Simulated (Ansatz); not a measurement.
# SiC (F-43m): bands and screening cutoff converge together

Can the band sum of G0W0 be converged at a fixed screening cutoff? A test on SiC (F-43m).

Method: G0W0 on PBE, plane waves, PAW; PAW set soft_1, in Ansatz 0.2.0.

Report form: the programs' logs are mostly left out.

## 1. Starting point

Symmetry: F-43m, No. 216, cubic system. The conventional cell has a = 4.358 Å, b = 4.358 Å, c = 4.358 Å, α = 90.00°, β = 90.00°, γ = 90.00°. Nearest to Si lie 4 C at 1.89 Å. C has 4 Si at 1.89 Å nearest. Farther neighbours are not listed.

The cell and positions come from the Crystallography Open Database and are kept as given unless a step says otherwise.

## 2. 16 empty bands, screening to 50 eV

G0W0 replaces the xc potential by the self-energy, built once from these orbitals. Only a window of levels is corrected, while the sums run over the empty bands that the input names. This step takes PAW set soft_1 files.

input.yaml

```yaml
crystal:
  lattice:
    - [0.0, 2.179, 2.179]
    - [2.179, 0.0, 2.179]
    - [2.179, 2.179, 0.0]
  atoms:
    - { symbol: Si, position: [0.0, 0.0, 0.0] }
    - { symbol: C, position: [0.25, 0.25, 0.25] }
kpoints:
  mp_grid: { grid: [6, 6, 6] }
hamiltonian:
  xc: pbe
  pseudopotentials: { kind: paw, azcp: { folder: soft_1 } }
scf:
  occupations: { method: fixed }
gw:
  n_empty_bands: 16
  ecut_chi: 50
  qp_bands: [v2, c2]
  qp_kpoints: band_edges
  screening: { model: contour_deformation }
```

On the command line:

```
$ ansatz run input.yaml --threads 3 --pin off --max-ram 92160MiB --backend cuda --events-out ev --progress --plain --runs-dir out --devices 1 --max-vram 13GiB
```

It took 10 s on 1 × NVIDIA H100 80GB HBM3 (shared by 6 runs) with 3 threads of AMD EPYC 7R13 (Zen 3), shared host; peak memory 0.95 GiB; 9.9 s of CPU time.

This step gave:

```
bands summed                                 : 20
RPA ε∞ on this mesh (eigenvalues)            : 7.365, 7.365, 7.365
plane waves in the screening matrix          : 15
q-points in the mesh                         : 216
G0W0 gap on the mesh                         : 1.783 eV
k of the valence top                         : 0, 0, 0
k of the conduction bottom                   : 0, -0.5, -0.5
starting gap on the mesh                     : 1.354 eV
Z at the valence top                         : 0.7994
Z at the conduction bottom                   : 0.8226
least direct G0W0 gap on the computed points : 5.391 eV
```

The gap on the mesh goes from 1.35 eV to 1.78 eV, a correction of +0.43 eV. Between the two edge states, bare exchange in place of the xc potential would open the gap by 6.83 eV, and correlation takes back 6.40 eV.

## 3. 86 empty bands, screening to 50 eV

Edit input.yaml of step 2 so:

```diff
@@ -16,3 +16,3 @@
 gw:
-  n_empty_bands: 16
+  n_empty_bands: 86
   ecut_chi: 50
```

Run time: 11 s. Hardware: 1 × NVIDIA H100 80GB HBM3 (shared by 6 runs) with 3 threads; peak memory 1 GiB.

Numbers from this step:

| Quantity | Value |
| --- | --- |
| bands summed | 90 |
| RPA ε∞ on this mesh (eigenvalues) | 7.375, 7.375, 7.375 |
| plane waves in the screening matrix | 15 |
| G0W0 gap on the mesh | 1.766 eV |
| k of the valence top | 0, 0, 0 |
| k of the conduction bottom | 0, -0.5, -0.5 |
| starting gap on the mesh | 1.354 eV |
| least direct G0W0 gap on the computed points | 5.298 eV |

Against the run with 6×6×6 mesh, 16 empty bands, screening to 50 eV, PAW set soft_1 files, the gap moves by −0.018 eV.

## 4. 46 empty bands, screening to 100 eV

Bands and screening cutoff are moved together, since each hides the error of the other.

Edit input.yaml of step 3 so:

```diff
@@ -16,4 +16,4 @@
 gw:
-  n_empty_bands: 86
-  ecut_chi: 50
+  n_empty_bands: 46
+  ecut_chi: 100
   qp_bands: [v2, c2]
```

It took 13 s on 1 × NVIDIA H100 80GB HBM3 (shared by 6 runs) with 3 threads; peak memory 0.97 GiB.

The G0W0 gap on the mesh is 2.038 eV.

## 5. 244 empty bands, screening to 100 eV

Edit input.yaml of step 4 so:

```diff
@@ -16,3 +16,3 @@
 gw:
-  n_empty_bands: 46
+  n_empty_bands: 244
   ecut_chi: 100
```

Run time: 15 s. Hardware: 1 × NVIDIA H100 80GB HBM3 (shared by 6 runs) with 3 threads; peak memory 1 GiB; 13 s of CPU time.

The G0W0 gap on the mesh is 2.083 eV.

## 6. 16 empty bands, screening to 150 eV

Edit input.yaml of step 5 so:

```diff
@@ -16,4 +16,4 @@
 gw:
-  n_empty_bands: 244
-  ecut_chi: 100
+  n_empty_bands: 16
+  ecut_chi: 150
   qp_bands: [v2, c2]
```

It took 8.1 s on 1 × NVIDIA H100 80GB HBM3 (shared by 6 runs) with 3 threads; peak memory 0.97 GiB; 7.1 s of CPU time.

The G0W0 gap on the mesh is 1.989 eV.

## 7. 86 empty bands, screening to 150 eV

Edit input.yaml of step 6 so:

```diff
@@ -16,3 +16,3 @@
 gw:
-  n_empty_bands: 16
+  n_empty_bands: 86
   ecut_chi: 150
```

Elapsed: 6.2 s, on 1 × NVIDIA H100 80GB HBM3 (shared by 6 runs) with 3 threads; peak memory 1 GiB.

The G0W0 gap on the mesh is 2.176 eV.

## 8. 153 empty bands, screening to 220 eV

Edit input.yaml of step 7 so:

```diff
@@ -16,4 +16,4 @@
 gw:
-  n_empty_bands: 86
-  ecut_chi: 150
+  n_empty_bands: 153
+  ecut_chi: 220
   qp_bands: [v2, c2]
```

It took 8.4 s on 1 × NVIDIA H100 80GB HBM3 (shared by 6 runs) with 3 threads; peak memory 1.1 GiB; 9.6 s of CPU time.

The G0W0 gap on the mesh is 2.263 eV.

## 9. 46 empty bands, screening to 300 eV

Edit input.yaml of step 8 so:

```diff
@@ -16,4 +16,4 @@
 gw:
-  n_empty_bands: 153
-  ecut_chi: 220
+  n_empty_bands: 46
+  ecut_chi: 300
   qp_bands: [v2, c2]
```

It took 9.4 s on 1 × NVIDIA H100 80GB HBM3 (shared by 6 runs) with 3 threads; peak memory 1.1 GiB.

The G0W0 gap on the mesh is 2.126 eV.

## 10. 244 empty bands, screening to 300 eV

Edit input.yaml of step 9 so:

```diff
@@ -16,3 +16,3 @@
 gw:
-  n_empty_bands: 46
+  n_empty_bands: 244
   ecut_chi: 300
```

The job ended after 8.1 s (1 × NVIDIA H100 80GB HBM3 (shared by 6 runs) with 3 threads; peak memory 1.2 GiB).

The G0W0 gap on the mesh is 2.303 eV.

## 11. The grid

Start PBE, 6×6×6 mesh. Times are wall times on 1 × NVIDIA H100 80GB HBM3 (shared by 6 runs) with 3 threads of AMD EPYC 7R13 (Zen 3), shared host, good to a factor of about two.

```csv
cutoff (eV),plane waves at q = 0,bands summed,gap (eV),Σc valence (eV),Σc conduction (eV),time
50,15,20,1.783,2.84,-3.55,10 s
50,15,90,1.766,2.52,-3.90,11 s
100,59,50,2.038,2.26,-3.88,13 s
100,59,248,2.083,2.09,-4.01,15 s
150,65,20,1.989,2.68,-3.51,8.1 s
150,65,90,2.176,2.01,-4.00,6.2 s
220,169,157,2.263,1.85,-4.07,8.4 s
300,259,50,2.126,2.17,-3.89,9.4 s
300,259,248,2.303,1.78,-4.10,8.1 s
```

## 12. What came out

- 20 bands, 50 eV: 1.783 eV
- 90 bands, 50 eV: 1.766 eV
- 50 bands, 100 eV: 2.038 eV
- 248 bands, 100 eV: 2.083 eV
- 20 bands, 150 eV: 1.989 eV
- 90 bands, 150 eV: 2.176 eV
- 157 bands, 220 eV: 2.263 eV
- 50 bands, 300 eV: 2.126 eV
- 248 bands, 300 eV: 2.303 eV
- estimated limit along the diagonal: 2.37 eV
- mesh and start: 6×6×6, PBE

At 50 eV, going from 20 to 90 bands moves the gap by −0.02 eV. At 100 eV, going from 50 to 248 bands moves the gap by +0.05 eV. At 150 eV, going from 20 to 90 bands moves the gap by +0.19 eV. At 300 eV, going from 50 to 248 bands moves the gap by +0.18 eV. At 20 bands, raising the cutoff from 50 to 150 eV moves it by +0.21 eV. At 90 bands, raising the cutoff from 50 to 150 eV moves it by +0.41 eV. At 50 bands, raising the cutoff from 100 to 300 eV moves it by +0.09 eV. At 248 bands, raising the cutoff from 100 to 300 eV moves it by +0.22 eV. Along the diagonal, where both rise together, the two highest rungs point to 2.37 eV. Gaps are over the mesh's points; an edge off the mesh would be missed. A low cutoff hides what high bands add, so a band series at one cutoff can look settled before the gap is.

[Paths, hosts, dates, memory and timing lines, banners, echoed tables and standing remarks are left out of the program output.]

[Logs are printed without paths, hosts, clocks, repeated set-up lines and the standing remarks that a program may print on its own settings, such as how far it seeks lower states.]

[Runs of the session that timed out or met a known fault of the program may be left out.]

[Cells called generated may have been cut or substituted from an entry of the Crystallography Open Database or the Materials Project.]

[Hosts, paths, dates, database ids (printed as entryN), source tags and the programs' standing remarks are cut or masked in the printed files.]
